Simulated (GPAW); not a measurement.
# Ti K-edge XANES of TiPd (Pm-3m), part 3 of 3

Aim: the near-edge shape at the Ti K edge of TiPd (Pm-3m), and what the core hole does to it.

GPAW 26.7.0; X-ray absorption from dipole matrix elements to empty bands, plane-wave PAW LDA.

So far. Step 5 (Spectrum with XCH, Ti atom 2): Main maxima below 30 eV (height): 0.6 eV (0.81), 4.9 eV (0.76), 12.9 eV (1.38), 16.4 eV (1.63) and 23.9 eV (0.97).  Step 5 (Spectrum with XCH, Ti atom 2): The total-energy difference is 4970.20 eV. One term is added: -22.68 eV, since the hole is spin-paired here and a spin-polarised one costs that much less in the free atom (computed apart). The photon energy is then 4947.52 eV. The tabulated edge of the element is 4966 eV.

## Step 7: Spectrum with XCH, Ti atom 2

A smaller cell brings the holes closer; here they are 3.2 Å apart.

Changed against the first core-hole run: supercell atoms from 18 to 2; the field's mesh follows (4×4×4 to 8×8×8).

xas.py

```python
import numpy as np
from ase import Atoms
from ase.parallel import parprint, paropen
from gpaw import GPAW, PW, FermiDirac, Mixer, MixerDif, setup_paths
from gpaw.test import gen
setup_paths.insert(0, '.')
gen('Ti', name='fch1s', xcname='LDA', corehole=(1, 0, 1), write_xml=True)
from gpaw.mpi import world
world.barrier()

atoms = Atoms('PdTi',
    cell=[[3.18, 0, 0],
     [0, 3.18, 0],
     [0, 0, 3.18]],
    scaled_positions=[[0, 0, 0],
     [0.5, 0.5, 0.5]],
    pbc=True)
atoms.calc = calc = GPAW(legacy_gpaw=True, mode=PW(430), xc='LDA', setups={1: 'fch1s'},
    kpts={'size': (8, 8, 8), 'gamma': True}, occupations=FermiDirac(0.1),
    charge=-1, mixer=Mixer(0.1, 5, 50), maxiter=150,
    convergence={'density': 0.0001}, txt='scf.txt')
energy = atoms.get_potential_energy() + calc.get_reference_energy()
ef = calc.get_fermi_level()
out = dict(energy=energy, fermi=ef, forces=atoms.get_forces().tolist())
parprint(f'all-electron energy {energy:.4f} eV, Fermi level {ef:.4f} eV')
ev = np.array([[calc.get_eigenvalues(k, s) for k in range(len(calc.get_ibz_k_points()))] for s in range(calc.get_number_of_spins())])
out['homo'], out['lumo'], out['counts'] = ev[ev < ef].max(), ev[ev > ef].min(), sorted(set((ev < ef).sum((0, 2)).tolist()))
out['filled'] = (ev[:, 0] < ef).sum(1).tolist()

from ase.units import Ha
from gpaw.xas import dipole_matrix_elements
nb = int(calc.get_number_of_electrons() / 2) + 33
top = nb
nscf = calc.fixed_density(kpts={'size': (8, 8, 8), 'gamma': True},
    convergence={'eigenstates': 1.0}, txt='nscf.txt')
nscf.diagonalize_full_hamiltonian(nbands=nb)
cell = atoms.cell.array
ops = [cell.T @ U.T @ np.linalg.inv(cell.T) for U in nscf.wfs.kd.symmetry.op_scc]
E = np.arange(-6, 34, 0.1)
fwhm = np.interp(E, [4, 25], [0.94, 3.5])
Y, X, zero, highest = 0, 0, 1e9, 1e9
for spin in range(nscf.get_number_of_spins()):
    wfs = nscf.wfs
    A = dipole_matrix_elements(wfs.setups[1])
    eps = np.zeros((wfs.kd.nibzkpts, nb))
    d = np.zeros((3, A.shape[1], wfs.kd.nibzkpts, nb), complex)
    for kpt in wfs.kpt_u:
        if kpt.s == spin and 1 in kpt.P_ani:
            eps[kpt.k] = kpt.eps_n * Ha
            d[:, :, kpt.k] = (kpt.weight * wfs.nspins / 2) ** 0.5 * np.inner(A, kpt.P_ani[1])
    world.sum(eps)
    world.sum(d)
    T = np.einsum('amkn,bmkn->abkn', d, d.conj()).real
    T = sum(np.einsum('ai,ijkn,bj->abkn', R, T, R) for R in ops) / len(ops)
    empty = eps > ef
    zero, highest = min(zero, eps[empty].min()), min(highest, eps[:, top - 1].min())
    lines = [(eps, T, empty)] if spin == 0 else lines + [(eps, T, empty)]
for eps, T, empty in lines:
    f = np.einsum('aakn->akn', T).reshape(3, -1)
    x = eps.ravel() - zero
    w = np.interp(x, E, fwhm) / 2.35482
    g = np.exp(-0.5 * ((E[:, None] - x) / w) ** 2) / (w * (2 * np.pi) ** 0.5)
    Y = Y + (f * empty.ravel()) @ g.T
    X = X + (f * ~empty.ravel()) @ g.T
out.update(E=E.round(2).tolist(), xas=Y.tolist(), xes=X.tolist(), zero=zero, valid=highest - zero, nk=len(eps), nb=nb)
for i in range(0, len(E), 10):
    parprint(f'{E[i]:7.2f}', *(f'{v:10.3e}' for v in Y[:, i]))
import json
with paropen('out.json', 'w') as f:
    json.dump(out, f)
```

Started as:

```console
> OMP_NUM_THREADS=1 mpirun -n 4 gpaw python xas.py
```

Numbers of over 12 decimals in the logs are rounded to 6 here.

The program printed:

```text
Input parameters:
  charge: -1
  convergence: {density: 0.0001}
  kpts: {gamma: True,
         size: (8, 8, 8)}
  maxiter: 150
  mixer: {backend: pulay,
          beta: 0.1,
          method: separate,
          nmaxold: 5,
          weight: 50}
  mode: {ecut: 430.0,
         name: pw}
  occupations: {fixmagmom: False,
                name: fermi-dirac,
                width: 0.1}
  setups: {1: fch1s}

Initialize ...

[...]
*d    :     0.333350
--------------------------------

Diagonalizing with gridspacing h=0.050

state   all-electron     PAW
-------------------------------
3s:      -2.983269    -2.983558
3p:      -2.108060    -2.108705
3d:      -0.666650    -0.667242
*f:                   -0.026873
-------------------------------
all-electron energy -155315.2816 eV, Fermi level 8.4532 eV
[...]
32.00  4.364e-07  4.364e-07  4.364e-07
  33.00  4.423e-07  4.423e-07  4.423e-07
[key lines of the parts left out:]
Converged after 24 iterations.
Dipole moment: (-0.000000, -0.000000, -0.000000) |e|*Ang
Free energy:    -25.679003
Fermi level: 8.45323
```

Run time: 16 s. Hardware: 4 MPI ranks of Arm Neoverse V1, shared host; peak memory 0.23 GiB.

These settings depart from the first run's and aren't meant as converged.

The scaled spectrum changes by 7 % r.m.s. The highest intensity below 24 eV goes from 16.4 eV (1.63) to 16.3 eV (1.67).

| E (eV) | first run | this run |
| --- | --- | --- |
| -2.0 | 0.00 | 0.00 |
| -0.5 | 0.08 | 0.09 |
| 1.0 | 0.58 | 0.42 |
| 2.5 | 0.32 | 0.59 |
| 4.0 | 0.70 | 0.64 |
| 5.5 | 0.63 | 0.57 |
| 7.0 | 0.55 | 0.59 |
| 8.5 | 1.10 | 1.14 |
| 10.0 | 1.24 | 1.22 |
| 11.5 | 1.27 | 1.24 |
| 13.0 | 1.38 | 1.29 |
| 14.5 | 1.33 | 1.36 |
| 16.0 | 1.61 | 1.65 |
| 17.5 | 1.44 | 1.47 |
| 19.0 | 0.93 | 0.94 |
| 20.5 | 0.76 | 0.80 |
| 22.0 | 0.86 | 0.84 |
| 23.5 | 0.97 | 0.92 |
| 25.0 | 0.93 | 0.91 |
| 26.5 | 0.78 | 0.77 |
| 28.0 | 0.74 | 0.71 |
| 29.5 | 0.84 | 0.83 |
| 31.0 | 0.90 | 0.91 |

## Step 8: What the core hole does

Both curves are counted from their own zero, so only the shift of weight within the empty states shows.

| E (eV) | no hole | XCH |
| --- | --- | --- |
| -2.0 | 0.00 | 0.00 |
| -1.0 | 0.00 | 0.00 |
| 0.0 | 0.43 | 0.44 |
| 1.0 | 0.63 | 0.58 |
| 2.0 | 0.26 | 0.27 |
| 3.0 | 0.54 | 0.50 |
| 4.0 | 0.77 | 0.70 |
| 5.0 | 0.70 | 0.75 |
| 6.0 | 0.50 | 0.50 |
| 7.0 | 0.55 | 0.55 |
| 8.0 | 0.88 | 0.94 |
| 9.0 | 1.18 | 1.17 |
| 10.0 | 1.13 | 1.24 |
| 11.0 | 1.27 | 1.26 |
| 12.0 | 1.26 | 1.32 |
| 13.0 | 1.34 | 1.38 |
| 14.0 | 1.32 | 1.31 |
| 15.0 | 1.36 | 1.41 |
| 16.0 | 1.59 | 1.61 |
| 17.0 | 1.65 | 1.57 |
| 18.0 | 1.35 | 1.26 |
| 19.0 | 0.97 | 0.93 |
| 20.0 | 0.80 | 0.77 |
| 21.0 | 0.80 | 0.78 |
| 22.0 | 0.87 | 0.86 |
| 23.0 | 0.94 | 0.94 |
| 24.0 | 0.97 | 0.97 |
| 25.0 | 0.95 | 0.93 |
| 26.0 | 0.86 | 0.83 |
| 27.0 | 0.76 | 0.75 |
| 28.0 | 0.72 | 0.74 |
| 29.0 | 0.77 | 0.80 |
| 30.0 | 0.86 | 0.87 |
| 31.0 | 0.90 | 0.90 |
| 32.0 | 0.90 | 0.91 |

With each curve scaled to its own mean, the area from −2 to 6 eV with the hole is 3.5 against 3.6, and the centre of weight from −1 to 20 eV moves by -0.0 eV (first and strongest maxima below 20 eV: 0.6 eV (0.86), 4.1 eV (0.78), 9.1 eV (1.18), 13.2 eV (1.34) and 16.7 eV (1.67) without the hole, 0.6 eV (0.81), 4.9 eV (0.76), 12.9 eV (1.38) and 16.4 eV (1.63) with it), a small effect on these measures.

## Step 9: Summary of results

```
absorber and edge                               : Ti K, atom 2 of the ground-state input (counted from 1)
surroundings                                    : 8 Pd at 2.75 Å and 6 Ti at 3.18 Å (cube and octahedron, as in bcc, site symmetry m-3m)
highest intensity below 24 eV                   : 16.4 eV above the zero, height 1.63
photon energy of the zero, with the added terms : 4947.5 eV (raw 4970.2 eV; LDA puts this hole about 13 eV below PBE, itself good to a few eV)
```

**Reading.** The Ti K edge of atom 2, with 8 Pd at 2.75 Å and 6 Ti at 3.18 Å (cube and octahedron, as in bcc, site symmetry m-3m), has its highest intensity of the first 24 eV at 16.4 eV above the zero, near 4964 eV in photon energy (LDA puts this hole about 13 eV below PBE, itself good to a few eV), 1.6 times the mean level of the first 20 eV (Gaussian full width 0.94 eV up to 4 eV, rising linearly to 3.5 eV at 25 eV). With each curve scaled to its own mean, the area from −2 to 6 eV with the hole is 3.5 against 3.6, and the centre of weight from −1 to 20 eV moves by -0.0 eV (first and strongest maxima below 20 eV: 0.6 eV (0.86), 4.1 eV (0.78), 9.1 eV (1.18), 13.2 eV (1.34) and 16.7 eV (1.67) without the hole, 0.6 eV (0.81), 4.9 eV (0.76), 12.9 eV (1.38) and 16.4 eV (1.63) with it), a small effect on these measures. A cell with holes 3.2 Å apart changes the curve by 7 % r.m.s. (7 % after the best shift). The strongest dipole feature below the main edge lies at 0.6 eV (height 0.81); the site has an inversion centre, so it comes from p states mixed with the neighbours' empty states, not from local p–d mixing. Quadrupole 1s→3d transitions, which feed the pre-edge, are not in the dipole spectrum. The mesh is coarse (0.25 Å⁻¹ between points), so small maxima may be mesh ripples. The structure is a published determination, not relaxed.

[Banner, clock and machine lines of the logs are left out without a mark of their own.]

[Logs are printed without paths, hosts, clocks, repeated set-up lines and the standing remarks that a program may print on its own settings, such as how far it seeks lower states.]

[Hosts, paths, dates, database ids (printed as entryN), source tags and the programs' standing remarks are cut or masked in the printed files.]

[Lists of maxima count a maximum above −3 eV only where it reaches 4 % of the highest in the window and stands out from its surroundings by 2 % of it (1.5 % where it reaches 55 %); shoulders and weaker maxima are passed over, and of the rest the first, up to two pre-edge ones and the few strongest are named.]
